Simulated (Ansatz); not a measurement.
# How Au(100) screens a field, part 2 of 2

Where does the screening charge of Au(100) sit?

Ansatz 0.2.0; plane-wave DFT, LDA, Ansatz PAW.

So far. Step 7 (Atoms held, field 0.2 V/Å): The dipole is 0.139 e·Å. Step 8 (Single point, field -0.2 V/Å): The dipole is -0.139 e·Å.

### Step 9. Single point, field 0.4 V/Å

input.yaml

```yaml
crystal:
  lattice:
    - [2.8849956672, 0.0, 0.0]
    - [0.0, 2.8849956672, 0.0]
    - [0.0, 0.0, 30.24]
  atoms:
    - { symbol: Au, position: [0.0, 0.0, 0.2976190476] }
    - { symbol: Au, position: [0.5, 0.5, 0.3650793651] }
    - { symbol: Au, position: [0.0, 0.0, 0.4325396825] }
    - { symbol: Au, position: [0.5, 0.5, 0.5] }
    - { symbol: Au, position: [0.0, 0.0, 0.5674603175] }
    - { symbol: Au, position: [0.5, 0.5, 0.6349206349] }
    - { symbol: Au, position: [0.0, 0.0, 0.7023809524] }
kpoints:
  mp_grid: { grid: [18, 18, 1] }
hamiltonian:
  xc: lda
scf:
  occupations: { method: fermi_dirac, width: 0.1 }
  convergence: { dr2_threshold: 1.0e-10 }
efield:
  axis: 3
  dipole_correction: true
  ramp_position: 0.97
  ramp_width: 0.06
  amplitude: 0.4
output:
  forces: true
  write_potential: true
  write_density: true
  volumetric_format: npy
  elf: true
```

The run is started by

```
$ ansatz run input.yaml --threads 4 --pin off --max-ram 6144MiB --backend cpu --events-out ev --progress --plain --runs-dir out
```

Standard output:

```text
[...]
Crystal: 7 atoms, lattice volume = 251.694 Å³
Basis set: ecut = 420 eV, 4889 PW (Γ)
Bands: 80, of which v1, the nominal top of the filled ones, is band 67 counted from 1 (66 counted from 0)
Symmetry: 8 space group operations
k-points: 55 of 324
[...]
k-point 0: bands = [... 63 lower, 4.7694, 4.8437, 4.8729, 5.0223, 5.0223, 5.1401, 7.0404, 7.8989, ... 9 higher]
  k-point 1: bands = [... 63 lower, 4.7578, 4.7927, 4.8221, 4.8440, 5.0307, 5.4954, 7.2248, 8.1326, ... 9 higher]
  k-point 2: bands = [... 63 lower, 4.7082, 4.7310, 4.7972, 4.9151, 5.0189, 6.0088, 7.6803, 8.7223, ... 9 higher]
  k-point 54: bands = [... 63 lower, 8.2182, 8.2182, 9.5542, 9.5542, 11.1180, 11.1180, 11.4640, 11.4658, ... 9 higher]
[key lines of the parts left out:]
SCF converged after 12 iterations
Free energy (F): -90053.267125 eV
Fermi energy:    6.653349 eV
Dipole field:    D = 0.199497 V/Å  (p = 0.277490 e·Å, saw-weighted, corrected)
```

Run time: 46 s. Hardware: 4 threads of Arm Neoverse V1, shared host; peak memory 1.1 GiB.

Running mean over 2.04 Å of the planar mean, with the applied field; the ramp of the sawtooth is left out. The electron's electrostatic potential energy less the Fermi level by z:

z (Å), electron's electrostatic potential energy less the Fermi level (eV) and a bar from the least value:
```
      3.5       3.88 ########################
      4.0       4.08 ########################
      4.5       4.28 ########################
      5.0       4.48 #########################
      5.5       4.67 #########################
      6.0       4.84 #########################
      6.5       4.90 ##########################
      7.0       4.58 #########################
      7.5       2.53 #####################
      8.0      -1.67 #############
      8.5      -5.79 #####
      9.0      -7.67 ##
      9.5      -8.09 #
     10.0      -8.25 
     10.5      -8.35 
     11.0      -8.43 
     11.5      -8.46 
     12.0      -8.47 
     12.5      -8.48 
     13.0      -8.48 
     13.5      -8.49 
     14.0      -8.50 
     14.5      -8.50 
     15.0      -8.51 
     15.5      -8.50 
     16.0      -8.50 
     16.5      -8.49 
     17.0      -8.49 
     17.5      -8.48 
     18.0      -8.47 
     18.5      -8.46 
     19.0      -8.44 
     19.5      -8.38 
     20.0      -8.28 
     20.5      -8.15 #
     21.0      -7.92 #
     21.5      -6.97 ###
     22.0      -3.73 #########
     22.5       0.89 ##################
     23.0       4.38 #########################
     23.5       5.58 ###########################
     24.0       5.99 ############################
     24.5       6.24 ############################
     25.0       6.45 ############################
     25.5       6.65 #############################
     26.0       6.85 #############################
     26.5       7.05 ##############################
     27.0       7.25 ##############################
```

The dipole is 0.277 e·Å.

### Step 10. The response

This step: plane-wave DFT, LDA, Ansatz PAW; screening of a field by a metal slab (Ansatz 0.2.0).

The dipoles give the slope, and the difference of two potentials shows where the field is screened.

Numbers from this step:

```
equivalent conductor thickness p/(ε₀AE)      : 15.08 Å
distance between the outer atoms             : 12.24 Å
inner field over outer field                 : 7.41e-4
image plane, upper face                      : 1.437 Å
induced electrons on the upper face over ε₀E : -0.9976
image plane, lower face                      : 1.437 Å
induced electrons on the lower face over ε₀E : 0.9976
```

The dipole of the cell by applied field:

```
applied field (V/Å)  dipole of the cell (e·Å)
             -0.200                    -0.139
             -0.100                   -0.0693
             -0.050                   -0.0347
              0.000                         0
              0.050                    0.0347
              0.100                    0.0693
              0.200                     0.139
              0.400                     0.277
```

Local field over the applied field, running mean. From the potentials at -0.05 and 0.05 V/Å; running mean over 2.04 Å. Table of local field over applied field by z:

```
z (Å)  local field over applied field
    5                           0.995
    6                           0.956
    7                           0.752
    8                           0.323
    9                          0.0269
   10                         0.00609
   11                          0.0135
   12                         0.00634
   13                         0.00330
   14                          4.7e-4
   15                         0.00119
   16                          3.9e-4
   17                         0.00238
   18                         0.00578
   19                          0.0114
   20                         0.00928
   21                         0.00667
   22                           0.227
   23                           0.657
   24                           0.930
   25                           0.991
   26                           0.999
```

Electrons, planar mean, per unit field. Table of induced electron density by z:

```
z (Å)  induced electron density (e/Å³ per V/Å)
    5                                   3.1e-5
    6                                   2.7e-4
    7                                  0.00170
    8                                  0.00404
    9                                   3.5e-4
   10                                  -3.4e-4
   11                                   1.4e-4
   12                                  -9.3e-6
   13                                   4.1e-5
   14                                  -2.5e-5
   15                                  -8.6e-6
   16                                   3.4e-5
   17                                  -4.6e-5
   18                                   1.3e-5
   19                                  -5.9e-5
   20                                  -6.4e-6
   21                                   1.1e-4
   22                                 -0.00295
   23                                 -0.00240
   24                                  -4.4e-4
   25                                  -5.4e-5
   26                                  -5.4e-6
```

By hand: between -0.05 and 0.05 V/Å the dipole changes by 0.06935 e·Å, a slope of 0.6935 e·Å²/V. A perfect conductor of thickness t has p = ε₀AEt, so t = 180.95 × 0.6935 / 8.323 = 15.08 Å (e/ε₀ = 180.95 V·Å, A in Å²). Less the 12.24 Å between the outer atoms, and halved, that puts each image plane 1.42 Å out.

The induced dipole is that of a conductor 15.08 Å thick.

### Step 11. A changed input

This step: plane-wave DFT, LDA, Ansatz PAW (Ansatz 0.2.0).

A run with a changed input: it repeats the earlier run at 0.05 V/Å with efield.ramp_width from 0.06 to 0.15 and efield.dipole_correction from true to false.

Edit input.yaml of step 9 so:

```diff
@@ -22,6 +22,6 @@
   axis: 3
-  dipole_correction: true
+  dipole_correction: false
   ramp_position: 0.97
-  ramp_width: 0.06
-  amplitude: 0.4
+  ramp_width: 0.15
+  amplitude: 0.05
 output:
@@ -31,2 +31 @@
   volumetric_format: npy
-  elf: true
```

Standard output:

```text
[...]
Crystal: 7 atoms, lattice volume = 251.694 Å³
Basis set: ecut = 420 eV, 4889 PW (Γ)
Bands: 80, of which v1, the nominal top of the filled ones, is band 67 counted from 1 (66 counted from 0)
Symmetry: 8 space group operations
k-points: 55 of 324
[...]
SCF iter   1: F=—  HF=-90053.333040 eV  |F-HF|=—  |Δ(HF+E_count)|=         —  Δρ=7.89e-3  dr2=3.61e0  ethr=1.77e-3  p=0.002 e·Å  V_vac-E_F(+/−)=5.65/4.41 eV  ⟨swp⟩=8.0  Hψ=18687  notcnv=0  defer=120
[...]
SCF iter  11: F=-90053.213365 eV  HF=-90053.213365 eV  |F-HF|=2.33e-10  |Δ(HF+E_count)|=  4.07e-10  Δρ=6.59e-8  dr2=1.25e-11  ethr=1.00e-12  p=0.069 e·Å  V_vac-E_F(+/−)=6.10/5.11 eV  ⟨swp⟩=19.7  Hψ=31246  notcnv=0
WARN: efield: at this solve's end the planar-averaged density reaches 2.52e-5 e/Å³ inside the ramp window [0.9369, 0.1531] (bound 1e-5 e/Å³); by the running means of the window's planes the mean density over a ramp is at most 1.26e-5 e/Å³, which is held to the bound (the quickstart, § The vacuum guard, A window that rings); the window's nearer edge stands 4.37 Å from this solve's nearest atom along the axis. Its free energy, forces, stress, dipole, levels and responses can be off, and this figure does not tell by how much. A short vacuum, a low `basis.ecutwfc` or `basis.ecutrho_ratio` and negative occupations (`scf.occupations.method`) can put density there. [rest of the remark cut]
SCF 1 converged in 11 iterations: F = -90053.213365 eV  dr2 = 1.25e-11
[...]
SCF converged after 11 iterations
Free energy (F): -90053.213365 eV
[...]
Internal energy: -90053.143350 eV  (E = F + TS)
E sigma→0 (E₀):  -90053.178357 eV
Entropy (-TS):   -0.070015 eV (-10.002 meV/atom)
Fermi energy:    6.591321 eV
Dipole field:    D = 0.049710 V/Å  (p = 0.069144 e·Å, saw-weighted)
Work function:   not extracted (applied field tilts the vacuum); planar V_es + V_field profile in the machine report
[...]
Vacuum region:   at the solve's end the planar-averaged density reaches 2.52e-5 e/Å³ inside the ramp window [0.9369, 0.1531] (bound 1e-5 e/Å³); by the running means of the window's planes the mean density over a ramp is at most 1.26e-5 e/Å³, which is held to the bound (the quickstart, § The vacuum guard, A window that rings)
[...]
--- Forces (eV/Å), atoms counted from 1 ---
  atom   1  Au     0.00000000     0.00000000     0.37471016
  atom   2  Au     0.00000000     0.00000000    -0.13755590
  atom   3  Au    -0.00000000     0.00000000    -0.00638689
  atom   4  Au     0.00000000     0.00000000     0.00011072
  atom   5  Au     0.00000000     0.00000000     0.00604036
  atom   6  Au    -0.00000000     0.00000000     0.14263457
  atom   7  Au    -0.00000000     0.00000000    -0.37955603
  max |Σ_I F_I| component: 3.01e-6 eV/Å
--- Band table (eV; the first three rows and the last of 55) ---
  k-point 0: bands = [... 63 lower, 4.7071, 4.7890, 4.8027, 4.9598, 4.9598, 5.0787, 6.9865, 7.8317, ... 9 higher]
  k-point 1: bands = [... 63 lower, 4.6937, 4.7360, 4.7547, 4.7812, 4.9681, 5.4339, 7.1697, 8.0669, ... 9 higher]
  k-point 2: bands = [... 63 lower, 4.6541, 4.6601, 4.7345, 4.8533, 4.9560, 5.9475, 7.6238, 8.6598, ... 9 higher]
  k-point 54: bands = [... 63 lower, 8.1561, 8.1561, 9.4919, 9.4919, 11.0557, 11.0557, 11.4019, 11.4039, ... 9 higher]
```

It took 41 s on 4 threads; peak memory 1.1 GiB; 2.7 min of CPU time.

```
                     quantity  this run  earlier run  difference
dipole along the normal (e·Å)   0.06914      0.03467       0.034
```

With the dipole correction off, the periodic images add a field of their own to the typed one.

It moves by +0.0345 e·Å.

With the ramp this near the atoms the program warns of density in it; these numbers are not the system's.

### Step 12. A changed input: efield.amplitude = 0.2

Another changed input: it repeats the earlier run at 0.05 V/Å with efield.amplitude from 0.05 to 0.2.

Edit input.yaml of step 11 so:

```diff
@@ -22,6 +22,6 @@
   axis: 3
-  dipole_correction: false
+  dipole_correction: true
   ramp_position: 0.97
-  ramp_width: 0.15
-  amplitude: 0.05
+  ramp_width: 0.06
+  amplitude: 0.2
 output:
```

Standard output:

```text
[...]
Crystal: 7 atoms, lattice volume = 251.694 Å³
Basis set: ecut = 420 eV, 4889 PW (Γ)
Bands: 80, of which v1, the nominal top of the filled ones, is band 67 counted from 1 (66 counted from 0)
Symmetry: 8 space group operations
k-points: 55 of 324
[...]
SCF iter   1: F=—  HF=-90055.637458 eV  |F-HF|=—  |Δ(HF+E_count)|=         —  Δρ=5.22e-2  dr2=8.96e0  ethr=3.10e-3  p=0.137 e·Å  D=9.82e-2 V/Å  ΔV_dip=-2.97 eV  dr2_dipole=9.33e-3  V_vac-E_F(+/−)=5.71/3.13 eV  ⟨swp⟩=7.7  Hψ=18076  notcnv=0  defer=67
[...]
SCF iter  12: F=-90053.225507 eV  HF=-90053.225507 eV  |F-HF|=4.95e-10  |Δ(HF+E_count)|=  2.33e-10  Δρ=7.76e-8  dr2=8.60e-12  ethr=1.00e-12  p=0.139 e·Å  D=9.97e-2 V/Å  ΔV_dip=-3.02 eV  dr2_dipole=9.95e-16  V_vac-E_F(+/−)=6.70/4.17 eV  ⟨swp⟩=19.2  Hψ=30905  notcnv=0
SCF 1 converged in 12 iterations: F = -90053.225507 eV  dr2 = 8.60e-12
[...]
SCF converged after 12 iterations
Free energy (F): -90053.225507 eV
[...]
Internal energy: -90053.155490 eV  (E = F + TS)
E sigma→0 (E₀):  -90053.190498 eV
Entropy (-TS):   -0.070017 eV (-10.002 meV/atom)
Fermi energy:    6.658160 eV
Dipole field:    D = 0.099722 V/Å  (p = 0.138708 e·Å, saw-weighted, corrected)
Work function:   not extracted (applied field tilts the vacuum); planar V_es + V_field profile in the machine report
[...]
--- Forces (eV/Å), atoms counted from 1 ---
  atom   1  Au     0.00000000     0.00000000     0.37162781
  atom   2  Au     0.00000000     0.00000000    -0.13503297
  atom   3  Au    -0.00000000     0.00000000    -0.00656338
  atom   4  Au     0.00000000     0.00000000     0.00021948
  atom   5  Au     0.00000000     0.00000000     0.00586649
  atom   6  Au    -0.00000000     0.00000000     0.14521776
  atom   7  Au    -0.00000000     0.00000000    -0.38133827
  max |Σ_I F_I| component: 3.08e-6 eV/Å
--- Band table (eV; the first three rows and the last of 55) ---
  k-point 0: bands = [... 63 lower, 4.7740, 4.8538, 4.8718, 5.0267, 5.0267, 5.1454, 7.0517, 7.8996, ... 9 higher]
  k-point 1: bands = [... 63 lower, 4.7610, 4.8015, 4.8228, 4.8482, 5.0350, 5.5007, 7.2352, 8.1345, ... 9 higher]
  k-point 2: bands = [... 63 lower, 4.7183, 4.7298, 4.8015, 4.9201, 5.0230, 6.0142, 7.6896, 8.7268, ... 9 higher]
  k-point 54: bands = [... 63 lower, 8.2229, 8.2229, 9.5588, 9.5588, 11.1226, 11.1226, 11.4688, 11.4707, ... 9 higher]
```

Wall time 44 s (4 threads); peak memory 1.1 GiB; 2.9 min of CPU time.

Read from the output:

```yaml
energy_at_zero_smearing: -90053.1905 eV
dipole_along_the_normal: 0.1387 e·Å
```

Force by atom:

```
atom  x (eV/Å)  y (eV/Å)  z (eV/Å)   size
 Au1     0.000     0.000     0.372  0.372
 Au2     0.000     0.000    -0.135  0.135
 Au3     0.000     0.000    -0.007  0.007
 Au4     0.000     0.000     0.000  0.000
 Au5     0.000     0.000     0.006  0.006
 Au6     0.000     0.000     0.145  0.145
 Au7     0.000     0.000    -0.381  0.381
```

```
                     quantity  this run  earlier run  difference
dipole along the normal (e·Å)    0.1387      0.03467        0.10
```

The applied field differs, and the slope found earlier predicts a dipole of 0.139 e·Å; this run gives 0.139 e·Å, in line with it.

### Step 13. Results

* work function: 5.50 eV
* image plane, upper face: 1.44 Å
* induced electrons on the upper face over ε₀E: -0.998
* equivalent conductor thickness p/(ε₀AE): 15.1 Å
* inner field over outer field: 7.4e-4

The induced charge has its centre 1.44 Å outside the outermost atoms; this is the plane from which a capacitor's gap or an image potential counts. The equivalent conductor thickness exceeds the distance between the outer atoms by 2.84 Å, about the sum of the two image-plane distances. In the middle of the slab the field is screened to under 0.5 % of its outer value. The atoms are held at bulk positions with the tabulated experimental lattice constant.

[Long decimals in the printed logs are rounded to 6 places.]

[Logs are printed without paths, hosts, clocks, repeated set-up lines and the standing remarks that a program may print on its own settings, such as how far it seeks lower states.]

[Hosts, paths, dates, database ids (printed as entryN), source tags and the programs' standing remarks are cut or masked in the printed files.]

[Maps of the electrostatic potential energy from Ansatz leave out the sawtooth potential of an applied field or a dipole correction, so their vacuum need not be flat; planar profiles and work functions include it.]
